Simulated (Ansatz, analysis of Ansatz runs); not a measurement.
# Be-H pair in corundum: local vibrational mode against experiment, part 2 of 2

How near does this set-up come to the measured local vibrational mode? Subject: Be-H pair in corundum. Set-up: r2SCAN, 80-site cell, r2SCAN lattice, 500 eV, k: the single point 1/4 1/4 1/4. The model is a cell of 80 host atoms with Be put on another atom's site and H put in between. The frequencies come from force constants among the defect atom and its neighbours, with the masses of the isotopes named. A meta-GGA costs about twice a GGA and mends lattice constants and part of the gap.

Ansatz 0.2.0; r2SCAN, 80-site cell, r2SCAN lattice, 500 eV, k: the single point 1/4 1/4 1/4.

So far: The structure; Relaxation, charge 0.

### Step 2. Relaxation, charge 0 (continued)

Level of this step: plane-wave PAW DFT, r2SCAN; relaxation of all atoms of a defect supercell (Ansatz).

The steps of the relaxation:

```tsv
step	energy less that of the first step (eV)	largest force component (eV/Å)
1	0.0000	5.5586
2	-1.7005	2.9058
3	-2.6961	1.3720
4	-3.0429	1.0232
5	-3.2259	1.9265
6	-3.4585	1.1840
7	-3.6782	0.6206
8	-3.8542	0.4905
9	-3.9907	0.8269
10	-4.0787	0.9418
11	-4.1701	0.7245
12	-4.2814	0.4055
13	-4.3908	0.4286
14	-4.4910	0.4570
15	-4.5217	0.1691
16	-4.5357	0.3533
17	-4.5449	0.1059
18	-4.5487	0.0539
19	-4.5504	0.0443
20	-4.5517	0.0156
21	-4.5517	0.0057
```

The atoms that moved most (Å, from the sites as typed, ahead of the random displacement, the mean shift of all atoms taken out):

```tsv
atom	dx	dy	dz	length
H81	1.222	0.619	-1.378	1.943
Be4	0.309	0.463	0.177	0.584
O15	0.102	-0.087	-0.117	0.177
Al3	-0.062	-0.033	0.127	0.146
O28	-0.090	-0.016	-0.070	0.115
O19	-0.039	-0.094	0.015	0.103
Al31	-0.073	-0.020	0.035	0.084
O50	-0.012	-0.014	0.080	0.083
```

The atoms nearest to the centre after the run:

```tsv
atom	distance (Å)
O15	0.431
H81	0.996
Be4	1.882
Al32	2.062
Al13	2.181
Al31	2.366
O19	2.420
O28	2.439
```

Neighbours of the added atoms: H81: O15 1.03, O19 1.51, Be4 2.03 Å.

Numbers from this step:

```
free energy : -44291.0262 eV
```

The relaxation ends 56 meV an atom lower than the displaced start, with a largest force component of 0.0057 eV/Å.

### Step 3. Local vibrational modes

A local mode lives on the defect and the atoms next to it, so only the sites listed in the input are displaced, which costs far fewer SCF runs than the whole cell would.

This step: plane-wave PAW DFT, r2SCAN; finite-displacement force constants among the atoms nearest to a defect, the others at rest.

File modes/input.yaml:

```yaml
crystal:
  lattice:
    - [4.75892972, 2.74756936, 8.66349723]
    - [-4.75892972, 2.74756936, 8.66349723]
    - [0.0, -5.49513871, 8.66349723]
  atoms:
    - { symbol: Al, position: [0.175189943, 0.17464595, 0.180318594] }
    - { symbol: Al, position: [0.071199061, 0.075827385, 0.077203342] }
[... 1 atom line left out ...]
    - { symbol: Be, position: [0.493135368, 0.428629935, 0.376723479] }
[... 8 atom lines left out ...]
    - { symbol: Al, position: [0.323769976, 0.322842248, 0.832649221] }
[... 1 atom line left out ...]
    - { symbol: O, position: [0.278902255, 0.451630117, 0.63113996] }
[... 3 atom lines left out ...]
    - { symbol: O, position: [0.365578055, 0.221000145, 0.540247255] }
[... 6 atom lines left out ...]
    - { symbol: O, position: [0.125123585, 0.775489503, 0.475647849] }
    - { symbol: O, position: [0.47659816, 0.623081846, 0.277845959] }
    - { symbol: O, position: [0.208511507, 0.534199408, 0.374347617] }
[... 2 atom lines left out ...]
    - { symbol: Al, position: [0.16823789, 0.684050926, 0.679822083] }
    - { symbol: Al, position: [0.074249325, 0.576164189, 0.56843931] }
[... 6 atom lines left out ...]
    - { symbol: O, position: [0.371464796, 0.718746806, 0.532077412] }
[... 6 atom lines left out ...]
    - { symbol: O, position: [0.625948742, 0.282320374, 0.468315985] }
[... 34 atom lines left out ...]
    - { symbol: H, position: [0.312227936, 0.35231395, 0.603257014] }
basis:
  ecutwfc: 500
  xc_grid: 2
hamiltonian:
  xc: r2scan
kpoints:
  mp_grid: { grid: [1, 1, 1], shift: [0.25, 0.25, 0.25] }
scf:
  occupations: { method: fermi_dirac, width: 0.01 }
  max_iter: 120
output: {}
checkpoint:
  read: "../relax.run"
phonons:
  supercell: [1, 1, 1]
  displaced_sites: [3, 14, 18, 31, 80]
```

Run with:

```sh
ansatz run input.yaml --threads 2 --pin off --max-ram 3768MiB --backend cpu --events-out ev --progress --plain --runs-dir out
```

Numbers of over 12 decimals in the logs are rounded to 6 here.

Output:

```text
[...]
Warning: basis.xc_grid 2: finite-displacement phonons take 5 at the least, and a number is run as typed, so the frequencies can be off [figures from the program's tests cut]
[...]
Crystal: 81 atoms, lattice volume = 679.677 Å³
Basis set: ecut = 500 eV, 17281 PW (Γ), exchange–correlation on 150×150×150 points (8 copies of the dense FFT grid, shifted against one another)
Bands: 273, of which v1, the nominal top of the filled ones, is band 192 counted from 1 (191 counted from 0)
Symmetry: 1 space group operations
k-points: 1
[...]
SCF iter   4: F=-44291.026166 eV  HF=-44291.026166 eV  |F-HF|=7.28e-12  |Δ(HF+E_count)|=  1.53e-10  Δρ=6.62e-8  dr2=2.06e-11  dr2_τ=1.25e-11  ethr=1.00e-12  ⟨swp⟩=4.0  Hψ=805  notcnv=0
SCF 1 converged in 4 iterations: F = -44291.026166 eV  dr2 = 2.06e-11
[...]
SCF 2 converged in 2 iterations: F = -44291.026166 eV  dr2 = 7.95e-13
[...]
symmetry images taken by strict's conditions (phonons.symmetry_images: auto; settled by no image being taken that strict refuses)
  force constants formed among 5 of 81 sites (Be 3, O 14, O 18, Al 31, H 80); the other 76 at rest. The modes move the named sites alone.
  the frequencies, the zero-point energy and the sums are of the block with the acoustic sum rule laid on its rows. Row sums over every site: 1.7e-2 eV/Å² at the most
  transpose residual: 3.1e-4 eV/Å²
  largest component of a force at the reference: 5.7e-3 eV/Å on a named site, 2.2e-3 eV/Å on a site at rest
  frequencies among the named sites at Γ of the cell (cm⁻¹): 312.18 364.16 405.85 419.44 451.88 481.59 519.75 533.18 566.23 613.56 654.80 797.13 1193.72 1281.89 2470.94
  unstable modes among the named sites: 0
  frequencies as built, with no sum rule (cm⁻¹): 312.17 364.25 405.84 419.47 451.81 481.48 519.66 533.14 566.23 613.49 654.87 796.88 1193.69 1281.93 2470.92
  zero-point energy: 0.686023 eV/cell   skipped modes (ω ≤ 0): 0
  not written: the harmonic force-constant file, the file of eigenvectors (these modes' are written with the force constants), the density of states and the dispersion, which are of every site
[key lines of the parts left out:]
SCF converged after 2 iterations
Free energy (F): -44291.026166 eV
Fermi energy:    11.079807 eV
```

It took 3.8 min on 2 threads of AMD EPYC 9R45, shared host; peak memory 1.9 GiB; 7.4 min of CPU time.

This step gave:

```yaml
free_energy: -44291.0262 eV
```

The modes with the largest weight on the probed atoms (the light atom of a pair), for the masses of each isotope. Modes of the displaced atoms (local only where they lie over the host's phonons):

```tsv
isotopes	mode (cm⁻¹)	share of the defect atoms
H	2471	0.925
H	1282	0.965
H	1194	0.945
D	1814	0.853
D	928	0.87
D	883.2	0.697
```

### Step 4. Outcome

```yaml
distance_from_the_defect_atom_to_its_nearest_neighbour: 1.030 Å
o_h_stretch_1h: 2471 cm⁻¹
time_of_the_whole_chain: 6.5 min on 2 threads
```

In words: O-H stretch, 1H: computed 2471 cm⁻¹, measured 3060 cm⁻¹; 589 cm⁻¹ (19 %) below the measurement. The computed value is harmonic, while the measured line is the anharmonic fundamental, which for X–H stretches usually lies a few per cent lower. All levels end far under the measured line with a strong hydrogen bond: the site modelled is probably not the measured one. Only the named neighbours move, so modes near the host's band are approximate.

[Logs are printed without paths, hosts, clocks, repeated set-up lines and the standing remarks that a program may print on its own settings, such as how far it seeks lower states.]

[Hosts, paths, dates, database ids (printed as entryN), source tags and the programs' standing remarks are cut or masked in the printed files.]

[For some hosts the program warned that the k-mesh of the response run may be too coarse for force constants and the static dielectric constant; such warnings are not shown here.]
